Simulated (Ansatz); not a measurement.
# HfTeSe monolayer, Janus: modes against biaxial strain in the plane of the sheet, part 2 of 2

Wanted: the shifts of the zone-centre modes of HfTeSe monolayer, Janus with strain.

Ansatz 0.2.0; DFT PBEsol, scalar-relativistic, plane waves, PAW; PAW set soft_1.

So far, highest optical mode at the zone centre (no LO-TO term) (cm⁻¹): step 5 (modes at rest) 211.

## 7. Zone-centre modes of the member: biaxial strain of +5 % in the plane of the sheet

The zone-centre modes follow for biaxial strain of +5 % in the plane of the sheet.

Contents of input.yaml:

```yaml
crystal:
  lattice:
    - [3.9823299425, 0.0, 0.0]
    - [-1.9911649712, 3.4487988964, 0.0]
    - [0.0, 0.0, 30.0]
  atoms:
    - { symbol: Hf, position: [0.0, 0.0, 0.3366049836] }
    - { symbol: Se, position: [0.3333333333, 0.6666666667, 0.3827145863] }
    - { symbol: Te, position: [0.6666666667, 0.3333333333, 0.2773470967] }
  periodic: [true, true, false]
kpoints:
  mp_grid: { grid: [12, 12, 1] }
hamiltonian:
  xc: pbesol
  pseudopotentials: { kind: paw, azcp: { folder: soft_1 }, xc_functional: pbe }
scf:
  occupations: { method: fixed }
output:
  eigenvalues: true
phonons:
  method: dfpt
```

Launch:

```bash
> ansatz run input.yaml --threads 4 --pin off --max-ram 16384MiB --backend cpu --events-out ev --progress --plain --runs-dir out
```

Numbers of over 12 decimals in the logs are rounded to 6 here.

What it wrote:

```text
[...]
Crystal: 3 atoms, lattice volume = 412.028 Å³
Basis set: ecut = 420 eV, 8117 PW (Γ), exchange–correlation on 54×54×432 points (8 copies of the dense FFT grid, shifted against one another)
Bands: 35, of which v1, the nominal top of the filled ones, is band 29 counted from 1 (28 counted from 0)
Symmetry: 6 space group operations
k-points: 43 of 144 (irreducible under 2 space group operations, time reversal used)
[...]
SCF iter  12: F=-27927.612264 eV  HF=-27927.612264 eV  |F-HF|=6.33e-10  |Δ(HF+E_count)|=   1.47e-9  Δρ=1.68e-7  dr2=8.78e-11  ethr=1.00e-12  ⟨swp⟩=24.7  Hψ=16337  notcnv=0
SCF 1 converged in 12 iterations: F = -27927.612264 eV  dr2 = 8.78e-11
[...]
DFPT response loops at Γ: preconditioner auto → none (the input reference at scf.mixing.eps_inf says where Resta's filter doesn't serve); β = 0.50; Broyden in place of MSR1
SCF converged after 12 iterations
Free energy (F): -27927.612264 eV
[...]
Internal energy: -27927.612264 eV  (E = F + TS)
E sigma→0 (E₀):  -27927.612264 eV
Fermi energy:    -5.014069 eV
[...]
--- Band table (eV; the first three rows and the last of 43) ---
  k-point 0: bands = [... 25 lower, -8.1015, -6.3672, -5.0141, -5.0141, -4.2019, -4.2019, -3.5837, -1.6186, ... 2 higher]
  k-point 1: bands = [... 25 lower, -8.0760, -6.2258, -5.6827, -5.3112, -4.1329, -3.8841, -3.3129, -1.5384 (-1.5384°), ... 2 higher]
  k-point 2: bands = [... 25 lower, -8.0140, -6.7634, -5.9876, -5.7424, -4.2620, -3.4175, -2.9723, -1.7521, ... 2 higher]
  k-point 42: bands = [... 25 lower, -8.3432, -7.6586, -7.3146, -6.6905, -3.7543, -3.1584, -2.8067, -1.5219, ... 2 higher]
  ° read free of the cell's end (the report's vacuum.weakly_bound_levels)
[...]
ASR residual: 2.958e-4 → 0.000e0 eV/Å²; symmetrization residual: 5.410e-5 eV/Å²
  ASR residual per site (eV/Å²): 2.96e-4 1.74e-4 9.83e-5
  Γ frequencies (cm⁻¹): 0.00 0.00 0.00 82.18 82.18 134.07 134.07 153.26 188.40
[...]
```

Run time: 65 s. Hardware: 4 threads of Intel Xeon 6975P-C (Granite Rapids), shared host; peak memory 2.3 GiB; 4.2 min of CPU time.

Numbers from this step:

```yaml
sum_rule_residual_before_enforcement: 2.96e-4 eV/Å²
highest_optical_mode_at_the_zone_centre_no_lo_to_term: 188.4 cm⁻¹
lowest_optical_zone_centre_mode: 82.18 cm⁻¹
```

Patterns of degenerate modes are one choice out of their space. The modes at Γ (shares of kinetic energy by element, %):

| mode | frequency (cm⁻¹) | symmetry | Hf % | Se % | Te % |
| --- | --- | --- | --- | --- | --- |
| 1 | 0.0 | acoustic | 46 | 21 | 33 |
| 2 | 0.0 | acoustic | 46 | 21 | 33 |
| 3 | 0.0 | acoustic | 46 | 21 | 33 |
| 4 | 82.2 | E | 46 | 1 | 53 |
| 5 | 82.2 | E | 46 | 1 | 53 |
| 6 | 134.1 | E | 8 | 79 | 14 |
| 7 | 134.1 | E | 8 | 79 | 14 |
| 8 | 153.3 | A1 | 4 | 41 | 55 |
| 9 | 188.4 | A1 | 50 | 38 | 12 |

The lowest optical mode is real, 82.2 cm⁻¹, and the highest lies at 188.4 cm⁻¹.

Between step 5 and this run (occupations fixed and strain 5 %) the value for the highest optical mode at the zone centre (no LO-TO term) moves from 211 cm⁻¹ to 188 cm⁻¹ (-11 %).

## 8. A member of the series: biaxial strain of -3 % in the plane of the sheet

The cell takes a biaxial strain of -3 % in the plane of the sheet. The cell is held, and the atoms relax in it.

input.yaml, the sections that differ from step 7:

```yaml
crystal:
  lattice:
    - [3.6789143278, 0.0, 0.0]
    - [-1.8394571639, 3.1860332662, 0.0]
    - [0.0, 0.0, 30.0]
  atoms:
    - { symbol: Hf, position: [0.0, 0.0, 0.3364538149] }
    - { symbol: Se, position: [0.3333333333, 0.6666666667, 0.3871347862] }
    - { symbol: Te, position: [0.6666666667, 0.3333333333, 0.2730780656] }
  periodic: [true, true, false]
scf:
  occupations: { method: methfessel_paxton, width: 0.2 }
output:
  forces: true
  stress: true
  eigenvalues: true
relax:
  adjacent_minimum: "off"
  f_tol: 0.001
  max_steps: 60
# kpoints, hamiltonian: as in step 7
# phonons: removed
```

What it wrote:

```text
[...]
Crystal: 3 atoms, lattice volume = 351.634 Å³
Basis set: ecut = 420 eV, 6869 PW (Γ), exchange–correlation on 50×50×432 points (8 copies of the dense FFT grid, shifted against one another)
Bands: 35, of which v1, the nominal top of the filled ones, is band 29 counted from 1 (28 counted from 0)
Symmetry: 6 space group operations
[...]
--- Relaxed structure (6 steps of the walk, 4 accepted, 0 SCFs on fresh bases) ---
  F+E_penalty+E_count = -27927.68230992 eV   max|allowed force component| = 2.250e-5 eV/Å
  cell:  # Å, volume = 351.6343 Å³
    - [3.678914, 0.0, 0.0]
    - [-1.839457, 3.186033, 0.0]
    - [0.0, 0.0, 30.0]
  atoms:
    - { symbol: Hf, position: [0, 0, 0.336423] }
    - { symbol: Se, position: [0.333333, 0.666667, 0.387699] }
    - { symbol: Te, position: [0.666667, 0.333333, 0.272545] }
[key lines of the parts left out:]
SCF converged after 3 iterations
Free energy (F): -27927.682310 eV
Fermi energy:    -4.786890 eV
P = ½ c Tr σ = 2.1134 N/m
```

Elapsed: 18 s, on 4 threads; peak memory 0.83 GiB.

The steps of the relaxation:

| step | energy less that of the first step (eV) | largest force component (eV/Å) |
| --- | --- | --- |
| 1 | 0.0000 | 0.1931 |
| 2 | 0.0067 | 0.3342 |
| 3 | -0.0030 | 0.0153 |
| 4 | -0.0030 | 0.0254 |
| 5 | -0.0030 | 0.0000 |
| 6 | -0.0030 | 0.0000 |

Relaxation steps 2, 4 were tried and not accepted.

Forces are held to the 6 operations that the run works with; a distortion that breaks them can't arise in this run.

The atoms that moved most (Å):

| atom | dx | dy | dz | length |
| --- | --- | --- | --- | --- |
| Se2 | 0.000 | 0.000 | 0.017 | 0.017 |
| Te3 | 0.000 | 0.000 | -0.016 | 0.016 |

The relaxed structure:

```xyz
3
Lattice="3.6789 0.0000 0.0000 -1.8395 3.1860 0.0000 0.0000 0.0000 30.0000" Properties=species:S:1:pos:R:3
Hf    0.0000    0.0000   10.0927
Se    0.0000    2.1240   11.6310
Te    1.8395    1.0620    8.1764
```

Numbers from this step:

- gap on the k-mesh: 0 eV
- area per atom: 3.907 Å²

The largest force component left is 0.023 meV/Å.

## 9. Zone-centre modes of the member: biaxial strain of -3 % in the plane of the sheet

The zone-centre modes follow for biaxial strain of -3 % in the plane of the sheet.

input.yaml, the sections that differ from step 8:

```yaml
crystal:
  lattice:
    - [3.6789143278, 0.0, 0.0]
    - [-1.8394571639, 3.1860332662, 0.0]
    - [0.0, 0.0, 30.0]
  atoms:
    - { symbol: Hf, position: [0.0, 0.0, 0.3364231216] }
    - { symbol: Se, position: [0.3333333333, 0.6666666667, 0.3876985036] }
    - { symbol: Te, position: [0.6666666667, 0.3333333333, 0.2725450415] }
  periodic: [true, true, false]
output:
  eigenvalues: true
phonons:
  method: dfpt
# kpoints, hamiltonian, scf: as in step 8
# relax: removed
```

What it wrote:

```text
[...]
Crystal: 3 atoms, lattice volume = 351.634 Å³
Basis set: ecut = 420 eV, 6869 PW (Γ), exchange–correlation on 50×50×432 points (8 copies of the dense FFT grid, shifted against one another)
Bands: 35, of which v1, the nominal top of the filled ones, is band 29 counted from 1 (28 counted from 0)
Symmetry: 6 space group operations
k-points: 43 of 144 (irreducible under 2 space group operations, time reversal used)
[...]
k-point 42: bands = [... 25 lower, -8.1145, -7.7567, -7.4105, -6.8044, -3.3352, -2.9372, -1.4456, -1.0614, ... 2 higher]
  ° read free of the cell's end (the report's vacuum.weakly_bound_levels)
[...]
ASR residual: 1.248e-4 → 0.000e0 eV/Å²; symmetrization residual: 2.156e-5 eV/Å²
  ASR residual per site (eV/Å²): 1.25e-4 1.89e-5 1.79e-5
  Γ frequencies (cm⁻¹): 0.00 0.00 0.00 90.97 90.97 147.30 147.30 168.98 224.73
[...]
[key lines of the parts left out:]
SCF converged after 14 iterations
Free energy (F): -27927.682310 eV
Fermi energy:    -4.786887 eV
```

Run time: 63 s. Hardware: 4 threads; peak memory 2.1 GiB; 4 min of CPU time.

Numbers from this step:

```yaml
sum_rule_residual_before_enforcement: 1.25e-4 eV/Å²
highest_optical_mode_at_the_zone_centre_no_lo_to_term: 224.7 cm⁻¹
lowest_optical_zone_centre_mode: 90.97 cm⁻¹
```

Patterns of degenerate modes are one choice out of their space. Modes at Γ, with each element's share of the kinetic energy:

| mode | frequency (cm⁻¹) | symmetry | Hf % | Se % | Te % |
| --- | --- | --- | --- | --- | --- |
| 1 | 0.0 | acoustic | 46 | 21 | 33 |
| 2 | 0.0 | acoustic | 46 | 21 | 33 |
| 3 | 0.0 | acoustic | 46 | 21 | 33 |
| 4 | 91.0 | E | 33 | 3 | 65 |
| 5 | 91.0 | E | 33 | 3 | 65 |
| 6 | 147.3 | E | 21 | 77 | 2 |
| 7 | 147.3 | E | 21 | 77 | 2 |
| 8 | 169.0 | A1 | 8 | 32 | 60 |
| 9 | 224.7 | A1 | 46 | 47 | 7 |

The lowest optical mode is real, 91.0 cm⁻¹, and the highest lies at 224.7 cm⁻¹.

Between step 5 and this run (strain -3 %) the value for the highest optical mode at the zone centre (no LO-TO term) moves from 211 cm⁻¹ to 225 cm⁻¹ (+7 %).

## 10. The series together

The members are set side by side, also those not shown above.

Energies are extrapolated to zero smearing, and E0 is that at rest; the cell is clamped and the atoms are relaxed. State of the crystal along the series:

| strain (%) | E - E0 (meV/atom) | gap on mesh (eV) |
| --- | --- | --- |
| -3 | 13.85 | 0 |
| -2 | 5.689 | 0 |
| -1 | 1.448 | 0 |
| 0 | 0 | 0 |
| 1 | 1.291 | 0 |
| 2 | 5.787 | 0 |
| 3 | 13.55 | 0 |
| 4 | 24.19 | 0.1774 |
| 5 | 37.62 | 0.2924 |

Optical modes are counted from below at rest and tracked from member to member by their patterns, and modes that stay within 0.3 cm⁻¹ of each other stand once; labels, where given, are those at rest; the cell is clamped and the atoms are relaxed. Optical modes along the series:

| strain (%) | optical mode 1 E (cm⁻¹) | optical mode 2 E (cm⁻¹) | optical mode 3 A1 (cm⁻¹) | optical mode 4 A1 (cm⁻¹) |
| --- | --- | --- | --- | --- |
| -3 | 90.97 | 147.3 | 169 | 224.7 |
| -2 | 92.71 | 146.6 | 165.4 | 220.2 |
| -1 | 92.15 | 144.1 | 161.1 | 215.4 |
| 0 | 91.11 | 141.9 | 159.4 | 210.7 |
| 1 | 90.58 | 140.4 | 159.3 | 206.1 |
| 2 | 89.62 | 138.9 | 158.9 | 201.5 |
| 3 | 86.71 | 136.8 | 156.7 | 196.9 |
| 4 | 83.56 | 135 | 154.6 | 192.6 |
| 5 | 82.18 | 134.1 | 153.3 | 188.4 |

Value and slope at zero strain of a cubic (a lower polynomial where under five rows exist) through the rows within 2 % of rest. Slopes at rest:

| mode | frequency (cm⁻¹) | shift per percent of strain (cm⁻¹) |
| --- | --- | --- |
| optical mode 1 E | 91.3 | -0.79 |
| optical mode 2 E | 142 | -1.78 |
| optical mode 3 A1 | 159.5 | -0.67 |
| optical mode 4 A1 | 210.7 | -4.62 |

## 11. What came out

```yaml
members: 9
highest_optical_mode_at_the_zone_centre_no_lo_to_term_at_rest: 210.7 cm⁻¹
optical_mode_1_e_shift_per_percent: -0.79 cm⁻¹
optical_mode_2_e_shift_per_percent: -1.78 cm⁻¹
optical_mode_3_a1_shift_per_percent: -0.67 cm⁻¹
optical_mode_4_a1_shift_per_percent: -4.62 cm⁻¹
```

What this shows: Within 2 % of rest optical mode 1 E, optical mode 2 E and optical mode 3 A1 bend away from a straight line, so a single slope holds only near rest. The fastest shift in the table of slopes is -4.6 cm⁻¹ for each percent (optical mode 4 A1). The gap on the mesh falls to 0.00 eV within the series. These are harmonic frequencies at zero temperature: anharmonic shifts, linewidths and thermal expansion are left out. Spin-orbit coupling is left out, which can matter for the heavy elements here. With no gap, or one that is small against the smearing, the frequencies hang on the k mesh and the smearing, most of all near Kohn anomalies. A semilocal functional can close a gap that the real compound would have, so the metallic treatment may be an artefact of the level. The starting cell was built on a prototype and not taken from a measurement. The PAW files were made for PBE; the program adapts parts of them to the functional of the run, but their partial waves stay those of PBE, an approximation that was not tested in this session. Only the zone centre was solved, so an instability at another wavevector cannot show here.

[Logs are printed without paths, hosts, clocks, repeated set-up lines and the standing remarks that a program may print on its own settings, such as how far it seeks lower states.]

[Hosts, paths, dates, database ids (printed as entryN), source tags and the programs' standing remarks are cut or masked in the printed files.]
